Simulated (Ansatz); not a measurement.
# Si on Al(110): change of the work function, part 2 of 2

Wanted: Δφ(θ) for Si/Al(110), starting from the top site.

Ansatz 0.2.0; plane-wave DFT, PBE-D3(BJ), Ansatz PAW.

So far, work function, upper face (eV): step 2 (the clean slab) 4.00; step 3 (46 atoms, coverage 0.111 ML, cell 3x3) 4.34; step 4 (21 atoms, coverage 0.25 ML, cell 2x2) 4.60; step 5 (22 atoms, coverage 0.5 ML, cell 2x2) 4.88.

**6. The covered slab, k-mesh 8×10×1, coverage 1 ML**

System of this step: Si/Al(110). The cell holds 6 atoms: 5 Al and 1 Si. Cell: a = 4.050 Å, b = 2.864 Å, c = 26.008 Å, α = 90.0°, β = 90.0°, γ = 90.0°. Vacuum lies along c.

input.yaml reads:

```yaml
crystal:
  lattice:
    - [4.05, 0.0, 0.0]
    - [0.0, 2.8637824638, 0.0]
    - [0.0, 0.0, 26.0083380696]
  atoms:
    - { symbol: Al, position: [0.0, 0.0, 0.3460428719] }
    - { symbol: Al, position: [0.5, 0.5, 0.4010979557] }
    - { symbol: Al, position: [0.0, 0.0, 0.4539409147] }
    - { symbol: Al, position: [0.5, 0.5, 0.509902513] }
    - { symbol: Al, position: [0.0, 0.0, 0.5602948574] }
    - { symbol: Si, position: [0.0, 0.0, 0.6539571281] }
kpoints:
  mp_grid: { grid: [8, 10, 1] }
hamiltonian:
  xc: pbe
  dispersion: d3bj
scf:
  occupations: { method: fermi_dirac, width: 0.1 }
  convergence: { dr2_threshold: 1.0e-08 }
efield:
  axis: 3
  dipole_correction: true
  ramp_position: 0.97
  ramp_width: 0.06
relax:
  f_tol: 0.02
  max_steps: 60
  constraints: [{ sites: [0, 1] }]
output:
  bader: true
  write_potential: true
  write_density: true
  volumetric_format: npy
```

Started as:

```console
$ ansatz run input.yaml --threads 4 --pin off --max-ram 6144MiB --backend cpu --events-out ev --progress --plain --runs-dir out
```

Wall time 18 s (4 threads of Arm Neoverse V2, shared host); peak memory 0.54 GiB; 71 s of CPU time.

Relaxation path:

```
step  energy less that of the first step (eV)  largest force component (eV/Å)
   1                                   0.0000                          0.1726
   2                                  -0.0059                          0.0551
   3                                  -0.0061                          0.0020
```

The run keeps the 4 symmetry operations that it works with, so distortions that break them were not tested.

The atoms that moved most (Å):

| atom | dx | dy | dz | length |
| --- | --- | --- | --- | --- |
| Si6 | 0.000 | 0.000 | 0.081 | 0.081 |
| Al5 | 0.000 | 0.000 | 0.051 | 0.051 |
| Al4 | 0.000 | 0.000 | 0.040 | 0.040 |
| Al3 | 0.000 | 0.000 | 0.011 | 0.011 |

The relaxed structure:

```xyz
6
Lattice="4.0500 0.0000 0.0000 0.0000 2.8638 0.0000 0.0000 0.0000 26.0083" Properties=species:S:1:pos:R:3
Al    0.0000    0.0000    9.0000
Al    2.0250    1.4319   10.4319
Al    0.0000    0.0000   11.8170
Al    2.0250    1.4319   13.3016
Al    0.0000    0.0000   14.6229
Si    0.0000    0.0000   17.0889
```

The relaxation took 3 steps and lowered the energy by 0.0061 eV; the largest force on the free atoms ends at 0.0020 eV/Å.

The covered face has 4.91 eV, +0.90 eV against the clean one; the bare back face has moved by +0.06 eV, a measure of how thin the slab is.

**7. Work function against coverage**

This step: plane-wave DFT, PBE-D3(BJ), Ansatz PAW; work function against coverage (Ansatz 0.2.0).

The runs are now put side by side.

This step gave:

| Property | Result |
| --- | --- |
| work function of the clean face | 4.002 eV |
| largest change of the work function | 0.9033 eV |

Work function of the covered face against coverage:

```csv
coverage (adsorbates/nm²),work function of the covered face (eV)
0.00,4.00
0.96,4.34
2.16,4.60
4.31,4.88
8.62,4.91
```

The dipole per adsorbate comes from the change of the cell's dipole. Coverage, by row:

```csv
coverage (1/nm²),coverage (ML),work function (eV),change (eV),"dipole per adsorbate, positive end outwards (debye)",mean height of the added atoms over the highest substrate atom (Å)
0.9579,0.1111,4.34,0.3374,-0.862,1.919
2.155,0.25,4.596,0.5935,-0.699,1.812
4.311,0.5,4.875,0.8727,-0.482,1.751
8.622,1,4.906,0.9033,-0.259,2.466
```

**8. The slab at 0.25 ML, atoms frozen**

This step: plane-wave DFT, PBE-D3(BJ), Ansatz PAW (Ansatz 0.2.0).

System of this step: Si/Al(110). The cell holds 21 atoms: 20 Al and 1 Si. Its edges and angles: a = 8.100 Å, b = 5.728 Å, c = 26.008 Å, α = 90.0°, β = 90.0°, γ = 90.0°. Vacuum lies along c.

To see where the charge goes, the covered slab, the bare substrate and the adsorbate layer are each run at the same frozen positions and on the same grid.

input.yaml reads:

```yaml
crystal:
  lattice:
    - [8.1, 0.0, 0.0]
    - [0.0, 5.7275649276, 0.0]
    - [0.0, 0.0, 26.0083380696]
  atoms:
    - { symbol: Al, position: [0.0, 0.0, 0.3460428719] }
    - { symbol: Al, position: [0.25, 0.25, 0.4010979557] }
    - { symbol: Al, position: [0.0, 0.0, 0.4518732791] }
    - { symbol: Al, position: [0.2516161199, 0.2541246362, 0.5106936241] }
    - { symbol: Al, position: [0.0, 0.0, 0.552219585] }
    - { symbol: Al, position: [0.0, 0.5, 0.3460428719] }
    - { symbol: Al, position: [0.25, 0.75, 0.4010979557] }
    - { symbol: Al, position: [0.0, 0.5, 0.4569474111] }
    - { symbol: Al, position: [0.2516161199, 0.7458753638, 0.5106936241] }
    - { symbol: Al, position: [0.0, 0.5, 0.5723586599] }
    - { symbol: Al, position: [0.5, 0.0, 0.3460428719] }
    - { symbol: Al, position: [0.75, 0.25, 0.4010979557] }
    - { symbol: Al, position: [0.5, 0.0, 0.4550262052] }
    - { symbol: Al, position: [0.7483838801, 0.2541246362, 0.5106936241] }
    - { symbol: Al, position: [0.5, 0.0, 0.5628932039] }
    - { symbol: Al, position: [0.5, 0.5, 0.3460428719] }
    - { symbol: Al, position: [0.75, 0.75, 0.4010979557] }
    - { symbol: Al, position: [0.5, 0.5, 0.4542950935] }
    - { symbol: Al, position: [0.7483838801, 0.7458753638, 0.5106936241] }
    - { symbol: Al, position: [0.5, 0.5, 0.5624148371] }
    - { symbol: Si, position: [0.0, 0.0, 0.6420271596] }
kpoints:
  mp_grid: { grid: [4, 5, 1] }
hamiltonian:
  xc: pbe
  dispersion: d3bj
scf:
  occupations: { method: fermi_dirac, width: 0.1 }
  convergence: { dr2_threshold: 1.0e-08 }
efield:
  axis: 3
  dipole_correction: true
  ramp_position: 0.97
  ramp_width: 0.06
output:
  write_potential: true
  write_density: true
  volumetric_format: npy
```

The job ended after 18 s (4 threads; peak memory 1.8 GiB; 72 s of CPU time).

Numbers from this step:

| Property | Result |
| --- | --- |
| energy at zero smearing | -11382.6809 eV |
| work function, upper face | 4.596 eV |
| work function, lower face | 4.024 eV |
| dipole along the normal | -0.1466 e·Å |
| step between the vacuum levels | 0.5717 eV |

The work function of the upper face is 4.60 eV.

**9. The substrate of the 0.25 ML cell alone**

System of this step: Si/Al(110), substrate alone, atoms held. The cell holds 20 atoms: 20 Al. Its edges and angles: a = 8.100 Å, b = 5.728 Å, c = 26.008 Å, α = 90.0°, β = 90.0°, γ = 90.0°. Vacuum lies along c.

The second part, atoms unmoved.

Changes to input.yaml since step 8:

```diff
@@ -26,3 +26,2 @@
     - { symbol: Al, position: [0.5, 0.5, 0.5624148371] }
-    - { symbol: Si, position: [0.0, 0.0, 0.6420271596] }
 kpoints:
```

The job ended after 17 s (4 threads; peak memory 1.7 GiB).

This step gave:

* energy at zero smearing: -10748.7256 eV
* work function, upper face: 4.010 eV
* dipole along the normal: -0.004478 e·Å

The work function of the upper face is 4.01 eV.

**10. The adsorbate layer of the 0.25 ML cell alone**

System of this step: Si/Al(110), adsorbate layer alone, atoms held. The cell holds 1 atom: 1 Si. Its edges and angles: a = 8.100 Å, b = 5.728 Å, c = 26.008 Å, α = 90.0°, β = 90.0°, γ = 90.0°. Vacuum lies along c.

The third part; a free layer of atoms may carry a moment, so spin is on.

input.yaml, the sections that differ from step 9:

```yaml
crystal:
  lattice:
    - [8.1, 0.0, 0.0]
    - [0.0, 5.7275649276, 0.0]
    - [0.0, 0.0, 26.0083380696]
  atoms:
    - { symbol: Si, position: [0.0, 0.0, 0.6420271596], spin: 1.0 }
magnetization:
  spin_polarized: true
# kpoints, hamiltonian, scf, efield, output: as in step 9
```

Elapsed: 8.5 s, on 4 threads; peak memory 1.1 GiB; 32 s of CPU time.

This step gave:

```
energy at zero smearing   : -631.3294 eV
total moment              : 2.000 μB
site moments              : 1.883 μB
work function, upper face : 4.575 eV
dipole along the normal   : -4.57e-7 e·Å
```

Site moment by atom:

```csv
atom,site moment (μB)
Si1,1.88
```

The free layer carries a moment of 2.0 μB a cell.

**11. Density difference at 0.25 ML**

This step: plane-wave DFT, PBE-D3(BJ), Ansatz PAW; density difference on adsorption (Ansatz 0.2.0).

The densities of the parts are taken from that of the whole and averaged over planes; the first moment of what is left gives the step in the potential.

This step gave:

```yaml
largest_charge_moved: -0.002953 e/Å²
potential_step_from_the_moved_charge: 0.5545 eV
```

The electron density difference oscillates, so the rows of the table below give means over windows of 1 Å about each position, cut where the curve ends. Its maxima inside the range that stand out by 2 % of the span (Å: e/Å³): 9.4: 2.6e-4, 11.7: 3.9e-4, 13.4: 4.5e-4, 15.6: 0.00543, 17.5: 0.00141. Its minima: 10.5: -4.0e-4, 12.6: -4.2e-4, 14.6: -0.00399, 16.5: -0.00315.

Planar mean, whole system less its parts. Table of electron density difference by z; means over each step:

| z (Å) | electron density difference (e/Å³) |
| --- | --- |
| 4 | 9.2e-8 |
| 5 | 9.1e-7 |
| 6 | 6.3e-6 |
| 7 | 1.6e-5 |
| 8 | -6.4e-5 |
| 9 | 1.2e-4 |
| 10 | -5.3e-5 |
| 11 | -1.2e-4 |
| 12 | 1.2e-4 |
| 13 | 1.4e-5 |
| 14 | -0.00161 |
| 15 | 1.5e-4 |
| 16 | 0.00171 |
| 17 | -8.9e-4 |
| 18 | 6.4e-4 |
| 19 | -3.8e-5 |
| 20 | -2.2e-5 |
| 21 | -3.8e-6 |
| 22 | -4.7e-7 |

The electrons moved below z oscillates, so the rows of the table below give means over windows of 1 Å about each position, cut where the curve ends. Its maxima inside the range that stand out by 2 % of the span (Å: e/Å²): 9.8: 1.6e-4, 12.1: 1.1e-4, 13.6: 9.8e-5, 16.0: 0.00102. Its minima: 11.1: -1.5e-4, 12.9: -1.1e-4, 14.9: -0.00295, 17.0: -9.3e-4.

Planar mean, whole system less its parts. The electrons moved below z by z; means over each step:

```csv
z (Å),electrons moved below z (e/Å²)
4,4.2e-8
5,4.7e-7
6,3.8e-6
7,1.7e-5
8,-4.4e-6
9,1.2e-6
10,1.1e-4
11,-1.0e-4
12,5.0e-5
13,-4.4e-5
14,-4.8e-4
15,-0.00236
16,4.1e-4
17,-6.5e-4
18,-8.4e-5
19,4.7e-5
20,1.1e-5
21,1.6e-6
22,2.4e-7
```

**12. Varying the input**

This step: plane-wave DFT, PBE-D3(BJ), Ansatz PAW (Ansatz 0.2.0).

System of this step: Si/Al(110). The cell holds 6 atoms: 5 Al and 1 Si. Cell: a = 4.050 Å, b = 2.864 Å, c = 26.008 Å, α = 90.0°, β = 90.0°, γ = 90.0°. Vacuum lies along c.

An input spoilt on purpose, to show how the run answers: it repeats the earlier run at 1 ML with efield.ramp_width from 0.06 to 0.9, and scf.max_iter set to 60.

input.yaml reads:

```yaml
crystal:
  lattice:
    - [4.05, 0.0, 0.0]
    - [0.0, 2.8637824638, 0.0]
    - [0.0, 0.0, 26.0083380696]
  atoms:
    - { symbol: Al, position: [0.0, 0.0, 0.3460428719] }
    - { symbol: Al, position: [0.5, 0.5, 0.4010979557] }
    - { symbol: Al, position: [0.0, 0.0, 0.4539409147] }
    - { symbol: Al, position: [0.5, 0.5, 0.509902513] }
    - { symbol: Al, position: [0.0, 0.0, 0.5602948574] }
    - { symbol: Si, position: [0.0, 0.0, 0.6539571281] }
kpoints:
  mp_grid: { grid: [8, 10, 1] }
hamiltonian:
  xc: pbe
  dispersion: d3bj
scf:
  occupations: { method: fermi_dirac, width: 0.1 }
  convergence: { dr2_threshold: 1.0e-08 }
  max_iter: 60
efield:
  axis: 3
  dipole_correction: true
  ramp_position: 0.97
  ramp_width: 0.9
relax:
  f_tol: 0.02
  max_steps: 60
  constraints: [{ sites: [0, 1] }]
output:
  bader: true
  write_potential: true
  write_density: true
  volumetric_format: npy
```

Wall time 0.16 s (4 threads); peak memory 0.29 GiB.

The program refused the input before any cycle.

The program's message: “Error: efield: ion 0 (Al) at fractional coordinate 0.3460 along the field axis lies inside the sawtooth ramp with 2 of the planes that the density is read on at each end, [0.9589, 0.8811] — the ramp m …”

The fault put into the input: a ramp so wide that it reaches the atoms.

**13. A changed input**

System of this step: Al(110). The cell holds 5 atoms: 5 Al. Its edges and angles: a = 4.050 Å, b = 2.864 Å, c = 23.728 Å, α = 90.0°, β = 90.0°, γ = 90.0°. Vacuum lies along c.

Another changed input: it repeats the earlier run at 0 ML with efield.dipole_correction from true to false and efield.amplitude to 0.05.

input.yaml reads:

```yaml
crystal:
  lattice:
    - [4.05, 0.0, 0.0]
    - [0.0, 2.8637824638, 0.0]
    - [0.0, 0.0, 23.7275649276]
  atoms:
    - { symbol: Al, position: [0.0, 0.0, 0.3793056737] }
    - { symbol: Al, position: [0.5, 0.5, 0.4396528368] }
    - { symbol: Al, position: [0.0, 0.0, 0.5] }
    - { symbol: Al, position: [0.5, 0.5, 0.5603471632] }
    - { symbol: Al, position: [0.0, 0.0, 0.6206943263] }
kpoints:
  mp_grid: { grid: [8, 10, 1] }
hamiltonian:
  xc: pbe
  dispersion: d3bj
scf:
  occupations: { method: fermi_dirac, width: 0.1 }
  convergence: { dr2_threshold: 1.0e-08 }
efield:
  axis: 3
  dipole_correction: false
  ramp_position: 0.97
  ramp_width: 0.06
  amplitude: 0.05
relax:
  f_tol: 0.02
  max_steps: 60
  constraints: [{ sites: [0, 1] }]
output:
  write_potential: true
  write_density: true
  volumetric_format: npy
```

It took 6.2 s on 4 threads; peak memory 0.48 GiB.

```csv
quantity,this run,earlier run,difference
dipole along the normal (e·Å),0.04422,-2.63e-4,0.044
```

The applied field differs between the two, so the dipoles differ in any case.

With the dipole correction off, the periodic images add a field of their own to the typed one.

These numbers are not those of the isolated slab.

**14. Summary of results**

```json
{
  "work function of the clean face": "4.00 eV",
  "work function at 0.11 ML": "4.34 eV",
  "work function at 0.25 ML": "4.60 eV",
  "work function at 0.5 ML": "4.88 eV",
  "work function at 1 ML": "4.91 eV",
  "dipole per adsorbate at 0.11 ML, positive end outwards": "-0.86 D",
  "step of the potential from the moved charge at 0.25 ML, upper less lower side, atoms held": "0.554 eV"
}
```

In words: Si raises the work function of Al(110) at the lowest coverage, by 0.34 eV: the adsorbate layer has its negative end outwards. The dipole per adsorbate falls from 0.86 to 0.26 D as the layer fills. Neighbouring dipoles depolarise each other, and heights and bonding change with coverage too. The slab has 5 layers, at the tabulated experimental lattice constant, one starting site was run, and quantum-size effects of a slab this thin can reach one or two tenths of an eV.

[Logs are printed without paths, hosts, clocks, repeated set-up lines and the standing remarks that a program may print on its own settings, such as how far it seeks lower states.]

[Hosts, paths, dates, database ids (printed as entryN), source tags and the programs' standing remarks are cut or masked in the printed files.]

[Maps of the electrostatic potential energy from Ansatz leave out the sawtooth potential of an applied field or a dipole correction, so their vacuum need not be flat; planar profiles and work functions include it.]
